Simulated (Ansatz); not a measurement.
## Fe wire along [111], 14 atoms a period: bands along the axis

Aim: is the Fe wire along [111], 14 atoms a period a metal or a semiconductor?

Main program and level: Ansatz 0.2.0; DFT PBE, plane waves, PAW; relaxation of a wire's period; PAW set soft_1, in the first sound run; inputs show where later runs differ.

**1. Starting point**

The cell holds 14 atoms: 14 Fe. Cell: a = 12.803 Å, b = 14.887 Å, c = 2.451 Å, α = 90.0°, β = 90.0°, γ = 90.0°. Vacuum lies along a and b. The structure's axis is c.

Structure file:

```cif
data_structure
_symmetry_space_group_name_H-M 'P 1'
_symmetry_Int_Tables_number 1
_cell_length_a 12.8030
_cell_length_b 14.8870
_cell_length_c 2.4509
_cell_angle_alpha 90.000
_cell_angle_beta 90.000
_cell_angle_gamma 90.000
_cell_volume 467.13
loop_
_atom_site_label
_atom_site_type_symbol
_atom_site_fract_x
_atom_site_fract_y
_atom_site_fract_z
_atom_site_occupancy
Fe1 Fe 0.42186 0.46121 0.00000 1
Fe2 Fe 0.57816 0.22839 0.00000 1
Fe3 Fe 0.73446 0.46121 0.00000 1
Fe4 Fe 0.26556 0.38360 0.33333 1
Fe5 Fe 0.42186 0.61642 0.33333 1
Fe6 Fe 0.57816 0.38360 0.33333 1
Fe7 Fe 0.73446 0.61642 0.33333 1
Fe8 Fe 0.26556 0.53882 0.66667 1
Fe9 Fe 0.42186 0.30599 0.66667 1
Fe10 Fe 0.42186 0.77164 0.66667 1
Fe11 Fe 0.57816 0.53882 0.66667 1
Fe12 Fe 0.73446 0.30599 0.66667 1
Fe13 Fe 0.26556 0.69403 0.00000 1
Fe14 Fe 0.57816 0.69403 0.00000 1
```

**2. The relaxed wire**

Band widths follow the bond lengths, so the wire is relaxed first. The atoms and the third cell vector are free; the box across stays fixed as vacuum. Moments are seeded so that a magnetic state can form if it lies lower. A Fermi-Dirac smearing is set since the result may be a metal. The pressure printed is a third of the stress's trace over the whole box, vacuum included; only the stress along the axis is relaxed.

input.yaml reads:

```yaml
crystal:
  lattice:
    - [12.803, 0.0, 0.0]
    - [0.0, 14.887, 0.0]
    - [0.0, 0.0, 2.4508518927]
  atoms:
    - { symbol: Fe, position: [0.421863016, 0.461209645, 0.0], spin: 2.4 }
    - { symbol: Fe, position: [0.578163273, 0.228387183, 0.0], spin: 2.4 }
    - { symbol: Fe, position: [0.73446353, 0.461209645, 0.0], spin: 2.4 }
    - { symbol: Fe, position: [0.265562759, 0.383602158, 0.333333333], spin: 2.4 }
    - { symbol: Fe, position: [0.421863016, 0.616424619, 0.333333333], spin: 2.4 }
    - { symbol: Fe, position: [0.578163273, 0.383602158, 0.333333333], spin: 2.4 }
    - { symbol: Fe, position: [0.73446353, 0.616424619, 0.333333333], spin: 2.4 }
    - { symbol: Fe, position: [0.265562759, 0.538817132, 0.666666667], spin: 2.4 }
    - { symbol: Fe, position: [0.421863016, 0.305994671, 0.666666667], spin: 2.4 }
    - { symbol: Fe, position: [0.421863016, 0.771639594, 0.666666667], spin: 2.4 }
    - { symbol: Fe, position: [0.578163273, 0.538817132, 0.666666667], spin: 2.4 }
    - { symbol: Fe, position: [0.73446353, 0.305994671, 0.666666667], spin: 2.4 }
    - { symbol: Fe, position: [0.265562759, 0.694032107, 0.0], spin: 2.4 }
    - { symbol: Fe, position: [0.578163273, 0.694032107, 0.0], spin: 2.4 }
magnetization:
  spin_polarized: true
kpoints:
  mp_grid: { grid: [1, 1, 33] }
scf:
  occupations: { method: fermi_dirac, width: 0.05 }
hamiltonian:
  xc: pbe
  pseudopotentials: { kind: paw, azcp: { folder: soft_1 } }
relax:
  cell: { fix: [a, b, alpha, beta, gamma] }
  max_steps: 45
  f_tol: 0.03
```

The run is started by

```
$ ansatz run input.yaml --threads 4 --pin off --max-ram 16384MiB --backend cpu --events-out ev --progress --plain --runs-dir out
```

Numbers of over 12 decimals in the logs are rounded to 6 here.

The program printed:

```text
Engine: ansatz 0.2.0, x86_64-unknown-linux-gnu
Pseudopotentials: kind: paw
Pseudopotential: Fe, paw, valence charge 16, recommended cutoff 420 eV (normal), soft_1/Fe.paw.azcp
Functional definition: PBE
  parameter kappa = 0.804
  parameter beta = 0.066725
  exchange = pbe_x(kappa = kappa, mu = beta*pi^2/3)
  correlation = pbe_c(beta = beta)
Crystal: 14 atoms, lattice volume = 467.128 Å³
Basis set: ecut = 420 eV, 9051 PW (Γ), exchange–correlation on 180×200×36 points (8 copies of the dense FFT grid, shifted against one another)
Bands: 155, of which v1, the nominal top of the filled ones, is band 112 counted from 1 (111 counted from 0)
Symmetry: 2 space group operations
Space group: P-1 (ITA 2), of the structure as read, at distance tolerance 7.8e-5 Å
Magnetic group: BNS 2.4 (UNI 4), of the structure as read, at distance tolerance 7.8e-5 Å
k-points: 17 of 33
Non-local potential: Fe, projectors of the file, l = 0: 3, l = 1: 2, l = 2: 3, l = 3: 1
PAW form: soft (Blöchl's): semilocal exchange-correlation on the pseudo side does not see the compensation charge
PAW one-centre angular grid: Fe, 590 points (default); XC on 64 Gauss nodes
Initial density: superposition of atomic densities (neutral atoms: chi_scale 0, normalization atom)
Starting moments: Σ|m| = 33.6 μB on 14 of 14 sites
Initial wavefunctions: pseudopotential atomic-orbital guess
Functional: x = pbe(κ = 0.804, μ = 0.219515), c = pbe(β = 0.066725)
SCF iter   1: F=—  HF=-62710.191337 eV  |F-HF|=—  |Δ(HF+E_count)|=         —  Δρ=4.32e-2 (↑1.87e-2 ↓4.32e-2)  dr2=4.16e1  dr2_m=2.88e0  M=34.767 μB ∫|m|=35.020 μB  β_m=0.30  ethr=3.10e-3  ⟨swp⟩=7.8  Hψ=23329  notcnv=0  defer=296
Mixer restart at iter 1: flushing history
preconditioner: auto → LDOS  [metal: Δε(μ)=0.004 eV  Ē_g=5.847 eV  σ=0.050 eV  W_gap=0.02  n_scr=86 (ndim 8)  ℏωp=18.2 eV  f_vac=0.525  D(μ)=20.41/eV (n_scr^D=160)]
spin=Collinear: LDOS preconditioning applied to the charge; magnetization (m = ρ↑ − ρ↓) channel mixes plain (no charge-response kernel on spin).
SCF iter   2: F=—  HF=-62705.887613 eV  |F-HF|=—  |Δ(HF+E_count)|=    4.30e0  Δρ=2.81e-2 (↑2.81e-2 ↓2.30e-2)  dr2=6.85e0  dr2_m=2.31e0  M=35.618 μB ∫|m|=36.041 μB  β_m=0.37  ethr=3.10e-3  ⟨swp⟩=3.0  Hψ=9284  notcnv=0  defer=582
SCF iter   3: F=—  HF=-62711.489659 eV  |F-HF|=—  |Δ(HF+E_count)|=    5.60e0  Δρ=1.55e-2 (↑1.33e-2 ↓1.55e-2)  dr2=5.35e-1  dr2_m=8.29e-1  M=35.955 μB ∫|m|=36.581 μB  β_m=0.46  ethr=3.06e-3  ⟨swp⟩=2.6  Hψ=8636  notcnv=0  defer=609
SCF iter   4: F=—  HF=-62714.314223 eV  |F-HF|=—  |Δ(HF+E_count)|=    2.82e0  Δρ=1.15e-2 (↑1.15e-2 ↓7.22e-3)  dr2=1.63e-1  dr2_m=3.57e-1  M=36.846 μB ∫|m|=37.726 μB  β_m=0.73  ethr=2.39e-4  ⟨swp⟩=3.5  Hψ=9891  notcnv=0  defer=613
SCF iter   5: F=—  HF=-62715.236570 eV  |F-HF|=—  |Δ(HF+E_count)|=         —  Δρ=5.01e-3 (↑5.01e-3 ↓4.95e-3)  dr2=2.85e-1  dr2_m=6.17e-2  M=38.154 μB ∫|m|=39.370 μB  β_m=0.73  ethr=7.27e-5  ⟨swp⟩=3.1  Hψ=11232  notcnv=0  defer=611
SCF iter   6: F=—  HF=-62715.212650 eV  |F-HF|=—  |Δ(HF+E_count)|=   2.39e-2  Δρ=2.25e-3 (↑2.01e-3 ↓2.25e-3)  dr2=5.23e-2  dr2_m=6.30e-3  M=38.156 μB ∫|m|=39.444 μB  β_m=0.67  ethr=7.27e-5  ⟨swp⟩=2.4  Hψ=9272  notcnv=0  defer=614
SCF iter   7: F=—  HF=-62715.228258 eV  |F-HF|=—  |Δ(HF+E_count)|=   1.56e-2  Δρ=1.06e-3 (↑9.56e-4 ↓1.06e-3)  dr2=4.42e-3  dr2_m=3.30e-3  M=38.214 μB ∫|m|=39.470 μB  β_m=0.77  ethr=2.33e-5  ⟨swp⟩=2.0  Hψ=8034  notcnv=0  defer=614
SCF iter   8: F=—  HF=-62715.232702 eV  |F-HF|=—  |Δ(HF+E_count)|=   4.44e-3  Δρ=6.99e-4 (↑6.99e-4 ↓6.56e-4)  dr2=6.21e-3  dr2_m=4.39e-4  M=38.258 μB ∫|m|=39.521 μB  β_m=0.65  ethr=1.98e-6  ⟨swp⟩=3.0  Hψ=10554  notcnv=0  defer=614
SCF iter   9: F=—  HF=-62715.232214 eV  |F-HF|=—  |Δ(HF+E_count)|=   4.88e-4  Δρ=2.85e-4 (↑2.85e-4 ↓1.48e-4)  dr2=6.31e-4  dr2_m=1.25e-4  M=38.273 μB ∫|m|=39.544 μB  β_m=0.61  ethr=1.98e-6  ⟨swp⟩=2.3  Hψ=9740  notcnv=0  defer=609
SCF iter  10: F=—  HF=-62715.232176 eV  |F-HF|=—  |Δ(HF+E_count)|=   3.77e-5  Δρ=9.19e-5 (↑9.19e-5 ↓7.32e-5)  dr2=1.17e-4  dr2_m=1.45e-5  M=38.274 μB ∫|m|=39.541 μB  β_m=0.68  ethr=2.82e-7  ⟨swp⟩=2.0  Hψ=7230  notcnv=0  defer=609
SCF iter  11: F=—  HF=-62715.232189 eV  |F-HF|=—  |Δ(HF+E_count)|=   1.33e-5  Δρ=4.91e-5 (↑4.91e-5 ↓3.44e-5)  dr2=1.68e-5  dr2_m=3.96e-6  M=38.276 μB ∫|m|=39.543 μB  β_m=0.65  ethr=5.21e-8  ⟨swp⟩=2.0  Hψ=7213  notcnv=0  defer=609
SCF iter  12: F=—  HF=-62715.232179 eV  |F-HF|=—  |Δ(HF+E_count)|=   9.95e-6  Δρ=2.84e-5 (↑2.84e-5 ↓2.30e-5)  dr2=6.69e-6  dr2_m=9.95e-7  M=38.276 μB ∫|m|=39.544 μB  β_m=0.59  ethr=7.48e-9  ⟨swp⟩=3.1  Hψ=9840  notcnv=0  defer=609
SCF iter  13: F=—  HF=-62715.232178 eV  |F-HF|=—  |Δ(HF+E_count)|=   9.67e-7  Δρ=1.19e-5 (↑1.19e-5 ↓1.10e-5)  dr2=1.56e-6  dr2_m=1.14e-7  M=38.277 μB ∫|m|=39.545 μB  β_m=0.51  ethr=2.99e-9  ⟨swp⟩=2.5  Hψ=9603  notcnv=0  defer=609
SCF iter  14: F=—  HF=-62715.232179 eV  |F-HF|=—  |Δ(HF+E_count)|=   2.26e-7  Δρ=5.46e-6 (↑3.28e-6 ↓5.46e-6)  dr2=1.17e-7  dr2_m=5.90e-8  M=38.277 μB ∫|m|=39.545 μB  β_m=0.57  ethr=6.96e-10  ⟨swp⟩=2.4  Hψ=8468  notcnv=0  defer=609
SCF iter  15: F=—  HF=-62715.232179 eV  |F-HF|=—  |Δ(HF+E_count)|=   1.59e-7  Δρ=2.73e-6 (↑2.48e-6 ↓2.73e-6)  dr2=4.21e-8  dr2_m=1.67e-8  M=38.277 μB ∫|m|=39.545 μB  β_m=0.68  ethr=5.24e-11  ⟨swp⟩=2.4  Hψ=9113  notcnv=0  defer=609
SCF iter  16: F=-62715.232179 eV  HF=-62715.232179 eV  |F-HF|=5.20e-8  |Δ(HF+E_count)|=   5.34e-8  Δρ=1.98e-6 (↑1.66e-6 ↓1.98e-6)  dr2=5.95e-8  dr2_m=2.19e-9  M=38.277 μB ∫|m|=39.545 μB  ethr=1.88e-11  ⟨swp⟩=2.8  Hψ=19241  notcnv=0
SCF 1 converged in 16 iterations: F = -62715.232179 eV  dr2 = 5.95e-8
  greatest PAW one-centre occupation: 1.001 electrons in one spin orbital (limit 2), on the Fe atom at site 9 (counted from 0), in its partial waves of l = 1
relax step   1: F+E_penalty+E_count = -62715.23217872 eV  Δ(F+E_penalty+E_count) = +0.000e0 eV  max|allowed force component| = 4.404e-1 eV/Å  Δτ_max = 0.0000 Å  P = -0.863 GPa  Ω = 467.128 Å³  fix = [a, b, alpha, beta, gamma]  reactions: a -0.957, b -1.086 GPa; alpha -0.043, beta -0.070, gamma -0.129 GPa/rad  (16 SCF iters, dr2 threshold 1.00e-7 eV, accepted)
Crystal: 14 atoms, lattice volume = 466.646 Å³
Basis set: ecut = 420 eV, 9043 PW (Γ), exchange–correlation on 180×200×36 points (8 copies of the dense FFT grid, shifted against one another)
Initial density: handed on by an earlier stage of this run
Starting moments: Σ|m| = 33.6 μB on 14 of 14 sites; this step starts from the density that it was given
Initial wavefunctions: those handed on with the density
[...]
Initial wavefunctions: pseudopotential atomic-orbital guess (no wavefunctions were taken with the density)
iter 1 solved again at ethr=9.49e-7 eV; its pass at ethr=3.10e-3 eV (dr2=2.13e-3 eV) is discarded
SCF iter   1: F=—  HF=-62715.356939 eV  |F-HF|=—  |Δ(HF+E_count)|=         —  Δρ=1.31e-5 (↑1.31e-5 ↓1.23e-5)  dr2=3.40e-7  dr2_m=2.47e-7  M=38.006 μB ∫|m|=39.196 μB  β_m=0.65  ethr=9.49e-7  ⟨swp⟩=4.6  Hψ=38237  notcnv=0
eigensolver tolerance schedule: the retry pair's looser diagonalisation over-reported the residual by 6244.58 of it (diagonalisation noise at an unbounded share of the residual, at the tolerance the schedule requests for it); recorded, not acted on — ethr = c·dr2/N_el stays at c = 1.0e-1
preconditioner: auto → LDOS  [metal: Δε(μ)=0.008 eV  Ē_g=5.565 eV  σ=0.050 eV  W_gap=0.04  n_scr=40 (ndim 8)  ℏωp=18.2 eV  f_vac=0.553  D(μ)=13.54/eV (n_scr^D=78)]
spin=Collinear: LDOS preconditioning applied to the charge; magnetization (m = ρ↑ − ρ↓) channel mixes plain (no charge-response kernel on spin).
SCF iter   2: F=—  HF=-62715.357226 eV  |F-HF|=—  |Δ(HF+E_count)|=   2.87e-4  Δρ=4.99e-6 (↑4.99e-6 ↓4.65e-6)  dr2=2.90e-7  dr2_m=3.48e-8  M=38.006 μB ∫|m|=39.196 μB  β_m=0.46  ethr=1.52e-10  ⟨swp⟩=4.8  Hψ=15651  notcnv=0
SCF iter   3: F=—  HF=-62715.357277 eV  |F-HF|=—  |Δ(HF+E_count)|=   5.09e-5  Δρ=3.76e-6 (↑3.76e-6 ↓3.33e-6)  dr2=6.07e-8  dr2_m=1.96e-8  M=38.006 μB ∫|m|=39.197 μB  β_m=0.56  ethr=1.29e-10  ⟨swp⟩=2.9  Hψ=8193  notcnv=0
SCF iter   4: F=—  HF=-62715.357350 eV  |F-HF|=—  |Δ(HF+E_count)|=   7.32e-5  Δρ=1.66e-6 (↑1.66e-6 ↓1.58e-6)  dr2=2.13e-8  dr2_m=3.70e-9  M=38.006 μB ∫|m|=39.197 μB  β_m=0.60  ethr=2.71e-11  ⟨swp⟩=3.9  Hψ=10714  notcnv=0
SCF iter   5: F=—  HF=-62715.357374 eV  |F-HF|=—  |Δ(HF+E_count)|=   2.39e-5  Δρ=4.86e-7 (↑4.86e-7 ↓3.81e-7)  dr2=1.38e-9  dr2_m=5.30e-10  M=38.006 μB ∫|m|=39.197 μB  β_m=0.64  ethr=9.50e-12  ⟨swp⟩=3.6  Hψ=9590  notcnv=0
SCF iter   6: F=—  HF=-62715.357380 eV  |F-HF|=—  |Δ(HF+E_count)|=   6.69e-6  Δρ=2.73e-7 (↑2.73e-7 ↓2.18e-7)  dr2=8.86e-10  dr2_m=1.52e-10  M=38.006 μB ∫|m|=39.197 μB  β_m=0.64  ethr=1.00e-12  ⟨swp⟩=4.9  Hψ=13921  notcnv=0
SCF iter   7: F=—  HF=-62715.357380 eV  |F-HF|=—  |Δ(HF+E_count)|=   4.48e-8  Δρ=1.41e-7 (↑1.28e-7 ↓1.41e-7)  dr2=2.45e-10  dr2_m=5.57e-11  M=38.006 μB ∫|m|=39.197 μB  β_m=0.82  ethr=1.00e-12  ⟨swp⟩=2.8  Hψ=8035  notcnv=0
SCF iter   8: F=—  HF=-62715.357380 eV  |F-HF|=—  |Δ(HF+E_count)|=   2.41e-8  Δρ=1.25e-7 (↑1.25e-7 ↓7.69e-8)  dr2=1.81e-10  dr2_m=2.13e-11  M=38.006 μB ∫|m|=39.197 μB  β_m=0.71  ethr=1.00e-12  ⟨swp⟩=2.9  Hψ=8570  notcnv=0
SCF iter   9: F=—  HF=-62715.357380 eV  |F-HF|=—  |Δ(HF+E_count)|=  4.95e-10  Δρ=3.65e-8 (↑2.34e-8 ↓3.65e-8)  dr2=1.36e-11  dr2_m=2.07e-12  M=38.006 μB ∫|m|=39.197 μB  β_m=0.82  ethr=1.00e-12  ⟨swp⟩=2.0  Hψ=6854  notcnv=0
SCF iter  10: F=-62715.357380 eV  HF=-62715.357380 eV  |F-HF|=1.46e-10  |Δ(HF+E_count)|=   1.03e-9  Δρ=3.38e-8 (↑3.38e-8 ↓2.88e-8)  dr2=1.74e-11  dr2_m=3.45e-13  M=38.006 μB ∫|m|=39.197 μB  ethr=1.00e-12  ⟨swp⟩=3.0  Hψ=17061  notcnv=0
SCF 5 converged in 10 iterations: F = -62715.357380 eV  dr2 = 1.74e-11
relax step   5: F+E_penalty+E_count = -62715.35738049 eV  Δ(F+E_penalty+E_count) = -1.185e-4 eV  max|allowed force component| = 7.370e-3 eV/Å  Δτ_max = 0.0000 Å  P = -0.016 GPa  Ω = 467.437 Å³  fix = [a, b, alpha, beta, gamma]  reactions: a -0.018, b -0.011 GPa; alpha -0.001, beta -0.002, gamma -0.011 GPa/rad  stress off target by 2.05e-2 GPa on what of the cell is left free  SCF on the basis re-selected at this cell (its energy is not comparable with the rows above)  (10 SCF iters)
basis re-selected at this cell: Δ(F+E_penalty+E_count) = -1.185e-4 eV, ΔP = +0.001 GPa vs the last step (what re-selecting the basis moved, of the pressure what is left beyond the Pulay correction that the steps carried, after the strain that the cell walked since its last selection, with what the two solves' SCF thresholds leave and, on support functions, any second-order correction that the steps lacked; it is no m [...]
SCF converged after 10 iterations
Magnetization: 38.0060 μB (131.0030 up, 92.9970 down)
Absolute magnetization: 39.1990 μB (∫|ρ↑−ρ↓|, with the PAW one-centre terms)
Spin contamination: 0.5880 ħ² per cell (⟨S²⟩ above its minimum at these occupations)
Per-site moments (μB) at R_I (Å): [(2.407087, 0.975573), (2.727887, 0.981409), (2.682229, 1.009727), (2.697514, 0.975573), (2.462313, 0.981409), (2.462313, 0.981409), (2.697514, 0.975573), (2.682229, 1.009727), (2.680966, 1.010006), (2.727887, 0.981409), (2.407087, 0.975573), (2.728079, 0.981498), (2.728079, 0.981498), (2.680966, 1.010006)]
Free energy (F): -62715.357380 eV
Harris-Foulkes:  -62715.357380 eV  (|F-HF|=1.46e-10)
Internal energy: -62715.243990 eV  (E = F + TS)
E sigma→0 (E₀):  -62715.300685 eV
Entropy (-TS):   -0.113391 eV (-8.099 meV/atom)
Fermi energy:    3.751293 eV
--- Per-component energies (eV) ---
  E_band       = -6264.099271
  E_kinetic    = 4612.934710
  E_local      = -170480.006233  (includes V_loc(G=0)·N_el)
  E_nonlocal   = 4098.533883
  E_hartree    = 81037.211490
  E_xc         = -1529.771807
  E_vxc        = -1963.323493  (∫ρ·V_xc dr)
  E_paw        = -19379.001689  (= ΣΔE_a)
  E_vpaw       = -4606.646652  (= ΣTr[D̂ρ^β])
  E_aug_tail   = -0.014321  (compensation charges beyond the density's cutoff)
  E_ewald      = 38924.869978
  E_smearing   = -0.113391  (= −TS)
  E_closure    = -0.000000  (closes the sum)
  Σ components = -62715.357380   (vs F -62715.357380, Δ=0.00e0)
--- Forces (eV/Å), atoms counted from 1 ---
  atom   1  Fe    -0.00737031    -0.00423970    -0.00215310
  atom   2  Fe    -0.00548793     0.00148162    -0.00108213
  atom   3  Fe    -0.00108847    -0.00297036    -0.00083725
  atom   4  Fe     0.00069037     0.00043240    -0.00058775
  atom   5  Fe    -0.00219369     0.00417618     0.00001289
  atom   6  Fe     0.00219369    -0.00417618    -0.00001289
  atom   7  Fe    -0.00069037    -0.00043240     0.00058775
  atom   8  Fe     0.00108847     0.00297036     0.00083725
  atom   9  Fe     0.00254895    -0.00016609     0.00064238
  atom  10  Fe     0.00548793    -0.00148162     0.00108213
  atom  11  Fe     0.00737031     0.00423970     0.00215310
  atom  12  Fe     0.00106713     0.00482514     0.00115945
  atom  13  Fe    -0.00106713    -0.00482514    -0.00115945
  atom  14  Fe    -0.00254895     0.00016609    -0.00064238
  max |Σ_I F_I| component: 2.60e-18 eV/Å
--- Stress (GPa, compression-positive) ---
       -0.017707       0.010894       0.002186
        0.010894      -0.010910       0.001018
        0.002186       0.001018      -0.020490
  P = ⅓ Tr σ = -0.0164 GPa (-0.164 kbar)
--- Relaxed structure (4 steps of the walk, 4 accepted, 1 SCFs on fresh bases) ---
  F+E_penalty+E_count = -62715.35738049 eV   max|allowed force component| = 7.370e-3 eV/Å   (the final SCF, on the basis selected at the relaxed cell)
  cell:  # Å, volume = 467.4367 Å³
    - [12.803, 0, 0]
    - [0, 14.887, 0]
    - [0, 0, 2.452471]
  atoms:
    - { symbol: Fe, position: [0.420317, 0.460516, -0.012971] }
    - { symbol: Fe, position: [0.577579, 0.233302, 0.024292] }
    - { symbol: Fe, position: [0.735977, 0.461694, 0.00763357] }
    - { symbol: Fe, position: [0.268630, 0.385211, 0.293521] }
    - { symbol: Fe, position: [0.422834, 0.615240, 0.333259] }
    - { symbol: Fe, position: [0.577192, 0.384787, 0.333408] }
    - { symbol: Fe, position: [0.731397, 0.614816, 0.373146] }
    - { symbol: Fe, position: [0.264050, 0.538333, 0.659033] }
    - { symbol: Fe, position: [0.420279, 0.305137, 0.659242] }
    - { symbol: Fe, position: [0.422448, 0.766725, 0.642375] }
    - { symbol: Fe, position: [0.579710, 0.539511, 0.679638] }
    - { symbol: Fe, position: [0.729507, 0.308628, 0.642126] }
    - { symbol: Fe, position: [0.270519, 0.691398, 0.024540] }
    - { symbol: Fe, position: [0.579747, 0.694889, 0.00742422] }
```

Wall time 2.8 min (4 threads of Intel Xeon 6975P-C (Granite Rapids), shared host); peak memory 2.8 GiB; 11 min of CPU time.

[end of part 1 of 2]

[Logs are printed without paths, hosts, clocks, repeated set-up lines and the standing remarks that a program may print on its own settings, such as how far it seeks lower states.]

[Hosts, paths, dates, database ids (printed as entryN), source tags and the programs' standing remarks are cut or masked in the printed files.]
